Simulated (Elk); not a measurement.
**Double counting and the size of U in Cr**

Aim: see how the moments of Cr follow the form and size of the Hubbard term.

Program: Elk 11.2.3 (patched build). Level of theory: PBEsol; all-electron APW+lo, Dirac cores, scalar-relativistic bands with second-variational spin-orbit coupling. Results are calculated unless marked as measured.

### Step 1. Set-up

Symmetry: Im-3m, No. 229, cubic system. Conventional cell: a = 2.969 Å, b = 2.969 Å, c = 2.969 Å, α = 90.00°, β = 90.00°, γ = 90.00°. Nearest to Cr lie 8 Cr at 2.57 Å.

Coordinates:

```cif
data_structure
_symmetry_space_group_name_H-M 'P 1'
_symmetry_Int_Tables_number 1
_cell_length_a 2.9689
_cell_length_b 2.9689
_cell_length_c 2.9689
_cell_angle_alpha 90.000
_cell_angle_beta 90.000
_cell_angle_gamma 90.000
_cell_volume 26.17
loop_
_atom_site_label
_atom_site_type_symbol
_atom_site_fract_x
_atom_site_fract_y
_atom_site_fract_z
_atom_site_occupancy
Cr1 Cr 0.00000 0.00000 0.00000 1
Cr2 Cr 0.50000 0.50000 0.50000 1
```

The cell comes from a database of computed structures and need not be the stable phase.

### Step 2. No U

The run without a Hubbard term is the reference.

Moments are seeded by fields in the spheres (the last three columns under atoms), set against the wanted direction and reduced each loop.

The input, elk.in:

```
tasks
  0
  15

xctype
  22

rgkmax
  7.0

nempty
  12

swidth
  0.005

reducebf
  0.5

epsengy
  1e-05

maxscl
  100

lmaxi
  3

spinorb
  .true.

cmagz
  .true.

spinpol
  .true.

sppath
  './'

avec
  5.61040667272 0.00000000000 0.00000000000
  0.00000000000 5.61040667272 0.00000000000
  0.00000000000 0.00000000000 5.61040667272

atoms
  1
  'Cr.in'
  2
  0.0000000000 0.0000000000 0.0000000000   0.000000 0.000000 -0.125000
  0.5000000000 0.5000000000 0.5000000000   0.000000 0.000000 0.125000

ngridk
  8 8 8
```

Command:

```bash
OMP_NUM_THREADS=2 elk
```

Numbers of over 12 decimals in the logs are rounded to 6 here.

Log:

```text
Warning(chksvso): spin-orbit splittings by the second variation are low [figures from our tests cut]: local-orbitals by j (lorbdm 7 and 8, zora) mend levels alone

--- INFO.OUT ---
┌─────────────────────────┐
│ Elk code version 11.2.3 │
└─────────────────────────┘

All units are atomic (Hartree, Bohr, etc.)

┌─────────────────────────────────────────────────┐
│ Ground-state run starting from atomic densities │
└─────────────────────────────────────────────────┘

Lattice vectors :
   5.610406673       0.000000000       0.000000000
   0.000000000       5.610406673       0.000000000
   0.000000000       0.000000000       5.610406673

Species : 1 (Cr)
 parameters loaded from : Cr.in
 name : chromium
 nuclear charge    :   -24.00000000
 electronic charge :    24.00000000
 atomic mass :    94783.09202
 muffin-tin radius :    2.400000000
 number of radial points in muffin-tin :    993
 inner part over the whole radius :   0.9857795597E-02
 number on inner part of muffin-tin    :    699
 approximate nuclear radius :   0.6987106690E-04
 number of mesh points to nuclear radius :    328
 atomic positions (lattice), magnetic fields (Cartesian) :
  1 :   0.00000000  0.00000000  0.00000000    0.00000000  0.00000000 -0.12500000
  2 :   0.50000000  0.50000000  0.50000000    0.00000000  0.00000000  0.12500000

Total number of atoms per unit cell :    2
Total muffin-tin volume :    115.8116716
 ratio of muffin-tin to unit cell volume :   0.6557968146

Spin treatment :
 spin-polarised
 spin-orbit coupling
 global magnetic field (Cartesian) :    0.000000000       0.000000000       0.000000000
 collinear magnetisation in z-direction

Number of Bravais lattice symmetries :   48
Number of crystal symmetries         :   16
Crystal has inversion symmetry
Real symmetric eigensolver will be used

k-point grid :      8     8     8
k-point offset :    0.000000000       0.000000000       0.000000000
k-point set is reduced with full crystal symmetry group
Total number of k-points :       75

Muffin-tin radius times maximum |G+k| :    7.000000000
 using average radius
Maximum |G+k| for APW functions       :    2.916666667
Maximum (1/2)|G+k|²                   :    4.253472222
Maximum |G| for potential and density :    12.00000000
Constant for pseudocharge density :    7
 order of it for each species :   14
 order of it for pair densities of each species (exact exchange by exxq0 0: 14) :   10
Radial integration step length :    1

G-vector grid sizes :     24    24    24
Number of G-vectors :     5137

Maximum angular momentum used for
 APW functions            :    8
 outer part of muffin-tin :    6
 inner part of muffin-tin :    3

Number of empty states         :     24
Total number of valence states :     78
Total number of core states    :     20

Third-order local-orbitals added for an l without core states : T
Total number of local-orbitals :     46

Exchange-correlation functional :     22     0     0
 PBEsol, Phys. Rev. Lett. 100, 136406 (2008)
 gradient requirement :    1
 generalised gradient approximation (GGA)

Smearing type :    3
 Fermi-Dirac
Smearing width :   0.5000000000E-02
Effective electronic temperature (K) :    1578.875124

Mixing type :    3
 Broyden mixing, J. Phys. A: Math. Gen. 17, L317 (1984)

Kohn-Sham potential initialised from atomic data

┌──────────────────────────────┐
│ Self-consistent loop started │
└──────────────────────────────┘

┌─────────────────┐
│ Loop number : 1 │
└─────────────────┘

Energies :
 Fermi                       :     0.284682
 sum of occupied eigenvalues :     -1221.1549743668
 electron kinetic            :      2112.2266238013
 core electron kinetic       :      1923.0868553199
 Coulomb                     :     -4117.5569942246
 Coulomb potential           :     -3225.4291239165
 nuclear-nuclear             :     -373.62683113473
 electron-nuclear            :     -4277.1275882797
 Hartree                     :      533.19742518989
 Madelung                    :     -2504.8424322663
 xc potential                :     -107.82939194256
 xc effective B-field        :    -0.83115747065645E-01
 external B-field            :      0.000000
 exchange                    :     -91.934380853703
 correlation                 :     -2.471711
 electron entropic           :    -0.11028666001882E-02
 total energy                :     -2099.7375655831
 (external B-field energy excluded from total)

Density of states at Fermi energy :    12.08958036
 (states/Hartree/unit cell)

Estimated indirect band gap :   0.1015775035E-01
 from k-point 32 to k-point 62
Estimated direct band gap   :   0.1183374330E-01
 at k-point 46

Charges :
 core                        :    20.00000000
 valence                     :    28.00000000
 interstitial                :    2.826153055
 muffin-tins (core leakage)
  species : 1 (Cr)
   atom 1                    :    22.58692347     ( -0.2234867296E-06)
   atom 2                    :    22.58692347     ( -0.2234867296E-06)
 total in muffin-tins        :    45.17384694
 total calculated charge     :    47.99991185
 total charge                :    48.00000000
 error                       :   0.8814823288E-04

Moments :
 interstitial                :   0.5208475990E-17
 muffin-tins
  species : 1 (Cr)
   atom 1                    :    1.500638759
   atom 2                    :   -1.500638759
 total in muffin-tins        :    0.000000000
 total moment                :   0.5208475990E-17

[... earlier loops left out ...]

┌──────────────────┐
│ Loop number : 20 │
└──────────────────┘

Energies :
 Fermi                       :     0.319206
 sum of occupied eigenvalues :     -1222.0117756664
 electron kinetic            :      2123.1459757378
 core electron kinetic       :      1922.8471154667
 Coulomb                     :     -4127.4194199429
 Coulomb potential           :     -3220.3016076189
 nuclear-nuclear             :     -373.62683113473
 electron-nuclear            :     -4302.2371059306
 Hartree                     :      548.44451712248
 Madelung                    :     -2517.2686161334
 xc potential                :     -124.76426146301
 xc effective B-field        :    -0.91882325612971E-01
 external B-field            :      0.000000
 exchange                    :     -92.918818255464
 correlation                 :     -2.473315
 electron entropic           :    -0.19276125105843E-02
 total energy                :     -2099.6675055019
 (external B-field energy excluded from total)

Density of states at Fermi energy :    20.79778906
 (states/Hartree/unit cell)

Estimated indirect band gap :   0.5045860853E-02
 from k-point 14 to k-point 47
Estimated direct band gap   :   0.1878616228E-01
 at k-point 61

Charges :
 core                        :    20.00000000
 valence                     :    28.00000000
 interstitial                :    2.288609702
 muffin-tins (core leakage)
  species : 1 (Cr)
   atom 1                    :    22.85569515     ( -0.2234884082E-06)
   atom 2                    :    22.85569515     ( -0.2234884082E-06)
 total in muffin-tins        :    45.71139030
 total calculated charge     :    47.99991967
 total charge                :    48.00000000
 error                       :   0.8032648067E-04

Moments :
 interstitial                :   0.4008889894E-17
 muffin-tins
  species : 1 (Cr)
   atom 1                    :    1.577885141
   atom 2                    :   -1.577885141
 total in muffin-tins        :    0.000000000
 total moment                :   0.4008889894E-17

┌──────────────────────────────┐
│ Self-consistent loop stopped │
└──────────────────────────────┘

Wrote STATE.OUT
```

The job ended after 3.3 min (2 threads of Arm Neoverse V2, shared host; peak memory 0.15 GiB; 6.5 min of CPU time).

Read from the output:

```yaml
density_of_states_at_the_fermi_level: 0.7643 states/eV/cell
moment_between_the_spheres: 0 μB
magnetization: 0 μB
final_state: antiferromagnetic
largest_moment: 1.578 μB
```

After 20 cycles the largest moment stands at 1.58 μB.

Orbital moment <L> in the sphere by atom:

```
atom  x (μB)  y (μB)   z (μB)    size
 Cr1  0.0000  0.0000  -0.0106  0.0106
 Cr2  0.0000  0.0000   0.0106  0.0106
```

### Step 3. U = 3.50 eV, J = 0.90 eV on Cr d (fully localised)

Fully localised double counting pushes orbitals towards full or empty, which suits localised shells.

Edit elk.in of step 2 so:

```diff
@@ -37,2 +37,5 @@
 
+tmwrite
+  .true.
+
 sppath
@@ -54 +57,5 @@
   8 8 8
+
+dft+u
+  1 1
+  1 2 0.128623 0.033074
```

Command:

```bash
OMP_NUM_THREADS=2 elk
```

Log:

```text
Warning(gndstate): forces or DFT+U at lmaxo under 8 : 6
  [figures from our tests cut]: type lmaxo 8 and lmaxapw 10
Warning(chksvso): spin-orbit splittings by the second variation are low [figures from our tests cut]: local-orbitals by j (lorbdm 7 and 8, zora) mend levels alone

--- INFO.OUT ---
┌─────────────────────────┐
│ Elk code version 11.2.3 │
└─────────────────────────┘

All units are atomic (Hartree, Bohr, etc.)

┌─────────────────────────────────────────────────┐
│ Ground-state run starting from atomic densities │
└─────────────────────────────────────────────────┘

Lattice vectors :
   5.610406673       0.000000000       0.000000000
   0.000000000       5.610406673       0.000000000
   0.000000000       0.000000000       5.610406673

Species : 1 (Cr)
 muffin-tin radius :    2.400000000
 atomic positions (lattice), magnetic fields (Cartesian) :
  1 :   0.00000000  0.00000000  0.00000000    0.00000000  0.00000000 -0.12500000
  2 :   0.50000000  0.50000000  0.50000000    0.00000000  0.00000000  0.12500000

Total number of atoms per unit cell :    2
Total muffin-tin volume :    115.8116716
 ratio of muffin-tin to unit cell volume :   0.6557968146

Spin treatment :
 spin-polarised
 spin-orbit coupling
 global magnetic field (Cartesian) :    0.000000000       0.000000000       0.000000000
 collinear magnetisation in z-direction

Number of Bravais lattice symmetries :   48
Number of crystal symmetries         :   16
Crystal has inversion symmetry
Real symmetric eigensolver will be used

k-point grid :      8     8     8
k-point offset :    0.000000000       0.000000000       0.000000000
k-point set is reduced with full crystal symmetry group
Total number of k-points :       75

Muffin-tin radius times maximum |G+k| :    7.000000000
 using average radius
Maximum |G+k| for APW functions       :    2.916666667
Maximum (1/2)|G+k|²                   :    4.253472222
Maximum |G| for potential and density :    12.00000000
Constant for pseudocharge density :    7
 order of it for each species :   14
 order of it for pair densities of each species (exact exchange by exxq0 0: 14) :   10
Radial integration step length :    1

G-vector grid sizes :     24    24    24
Number of G-vectors :     5137

Maximum angular momentum used for
 APW functions            :    8
 outer part of muffin-tin :    6

Number of empty states         :     24
Total number of valence states :     78
Total number of core states    :     20

Third-order local-orbitals added for an l without core states : T
Total number of local-orbitals :     46

Exchange-correlation functional :     22     0     0
 PBEsol, Phys. Rev. Lett. 100, 136406 (2008)
 gradient requirement :    1
 generalised gradient approximation (GGA)

DFT+U calculation
 fully localised limit (FLL)
 see Phys. Rev. B 52, R5467 (1995)
 species : 1 (Cr), l = 2, U =   0.12862300, J =   0.03307400

Smearing type :    3
 Fermi-Dirac
Smearing width :   0.5000000000E-02
Effective electronic temperature (K) :    1578.875124

Mixing type :    3
 Broyden mixing, J. Phys. A: Math. Gen. 17, L317 (1984)

Kohn-Sham potential initialised from atomic data

┌──────────────────────────────┐
│ Self-consistent loop started │
└──────────────────────────────┘

[... earlier loops left out ...]

┌──────────────────┐
│ Loop number : 23 │
└──────────────────┘

Energies :
 Fermi                       :     0.341441
 sum of occupied eigenvalues :     -1220.9666259306
 electron kinetic            :      2123.6126848751
 core electron kinetic       :      1922.8488570978
 Coulomb                     :     -4127.7827628202
 Coulomb potential           :     -3219.4711571496
 nuclear-nuclear             :     -373.62683113473
 electron-nuclear            :     -4303.8105846167
 Hartree                     :      549.65465293122
 Madelung                    :     -2518.0471842454
 xc potential                :     -124.78675087812
 xc effective B-field        :    -0.321403
 external B-field            :      0.000000
 exchange                    :     -93.125108904775
 correlation                 :     -2.456515
 DFT+U                       :     0.249548
 electron entropic           :    -0.10517092022643E-02
 total energy                :     -2099.5032049085
 (external B-field energy excluded from total)

Density of states at Fermi energy :    11.82127540
 (states/Hartree/unit cell)

Estimated indirect band gap :   0.8330217710E-05
 from k-point 30 to k-point 30
Estimated direct band gap   :   0.8330217710E-05
 at k-point 30

Charges :
 core                        :    20.00000000
 valence                     :    28.00000000
 interstitial                :    2.244959633
 muffin-tins (core leakage)
  species : 1 (Cr)
   atom 1                    :    22.87752018     ( -0.2234879197E-06)
   atom 2                    :    22.87752018     ( -0.2234879197E-06)
 total in muffin-tins        :    45.75504037
 total calculated charge     :    47.99991798
 total charge                :    48.00000000
 error                       :   0.8202235723E-04

Moments :
 interstitial                :   0.1563510032E-16
 muffin-tins
  species : 1 (Cr)
   atom 1                    :    2.958818123
   atom 2                    :   -2.958818123
 total in muffin-tins        :    0.000000000
 total moment                :   0.1563510032E-16

┌──────────────────────────────┐
│ Self-consistent loop stopped │
└──────────────────────────────┘

Warning : forces or DFT+U at lmaxo under 8 : 6

Wrote STATE.OUT
```

The job ended after 4.5 min (2 threads; peak memory 0.16 GiB).

Read from the output:

* density of states at the Fermi level: 0.4344 states/eV/cell
* moment between the spheres: 0 μB
* magnetization: 0 μB
* final state: antiferromagnetic
* largest moment: 2.959 μB

The largest spin moment is +1.38 μB from that of the first run.

Orbital moment <L> in the sphere by atom:

```
atom  x (μB)  y (μB)   z (μB)    size
 Cr1  0.0000  0.0000  -0.0204  0.0204
 Cr2  0.0000  0.0000   0.0204  0.0204
```

FDU.OUT:

```text

   1   2 : species, l
  0.1286230000     : F^(0)
  0.2849452308     : F^(2)
  0.1780907692     : F^(4)
  0.1286230000     : U
  0.3307400000E-01 : J
```

In eV, for the first corrected species: U = 3.50, J = 0.90.

Tensor moments of the density matrix of the first corrected atom (TENSMOM.OUT, the program's normalisation), largest first:

```
k  p  r  magnitude  energy (Ha)
0  0  0      4.061       0.0182
0  1  1      2.919      -0.0407
4  0  4     0.7949     -0.00302
4  1  5     0.3258      -8.1e-4
4  1  4     0.3106      -7.3e-4
4  1  3     0.2863      -6.2e-4
1  1  0     0.1033      -7.2e-5
1  1  2    0.03507      -8.3e-6
1  0  1    0.01472      -1.5e-6
3  0  3   0.008009      -2.5e-7
```

Here k is the rank of the orbital part, p = 1 marks spin, 000 is the shell's charge, 011 its spin, 101 its orbital moment and 110 the spin–orbit term.

### Step 4. U = 5.25 eV, J = 0.90 eV on Cr d (fully localised)

The same form with other values shows how far the result hangs on them.

Edit elk.in of step 3 so:

```diff
@@ -60,2 +60,2 @@
   1 1
-  1 2 0.128623 0.033074
+  1 2 0.192934 0.033074
```

Command:

```bash
OMP_NUM_THREADS=2 elk
```

Log:

```text
Warning(gndstate): forces or DFT+U at lmaxo under 8 : 6
  [figures from our tests cut]: type lmaxo 8 and lmaxapw 10
Warning(chksvso): spin-orbit splittings by the second variation are low [figures from our tests cut]: local-orbitals by j (lorbdm 7 and 8, zora) mend levels alone

--- INFO.OUT ---
┌─────────────────────────┐
│ Elk code version 11.2.3 │
└─────────────────────────┘

All units are atomic (Hartree, Bohr, etc.)

┌─────────────────────────────────────────────────┐
│ Ground-state run starting from atomic densities │
[...]
total in muffin-tins        :    45.80458817
 total calculated charge     :    47.99991074
 total charge                :    48.00000000
 error                       :   0.8926137294E-04

Moments :
 interstitial                :  -0.1038051338E-17
 muffin-tins
  species : 1 (Cr)
   atom 1                    :    3.355530506
   atom 2                    :   -3.355530506
 total in muffin-tins        :    0.000000000
 total moment                :  -0.1038051338E-17

┌──────────────────────────────┐
│ Self-consistent loop stopped │
└──────────────────────────────┘

Warning : forces or DFT+U at lmaxo under 8 : 6

Wrote STATE.OUT

[key lines of the parts left out:]
total energy                :     -2099.4161559177
```

Elapsed: 4.7 min, on 2 threads; peak memory 0.16 GiB; 9.2 min of CPU time.

This step gave:

| Property | Result |
| --- | --- |
| density of states at the Fermi level | 0.6192 states/eV/cell |
| moment between the spheres | 0 μB |
| magnetization | 0 μB |
| final state | antiferromagnetic |
| largest moment | 3.356 μB |

The largest spin moment is +1.78 μB from that of the first run.

(Part 1 of 2 ends here.)

[Logs and program files are shortened in this print: banners, set-up blocks, solver, clock and traceback lines can be left out without a mark of their own.]

[Logs are printed without paths, hosts, clocks, repeated set-up lines and the standing remarks that a program may print on its own settings, such as how far it seeks lower states.]

[Hosts, paths, dates, database ids (printed as entryN), source tags and the programs' standing remarks are cut or masked in the printed files.]

[Where a cell is said to come from a database of computed structures, the database is the Materials Project.]
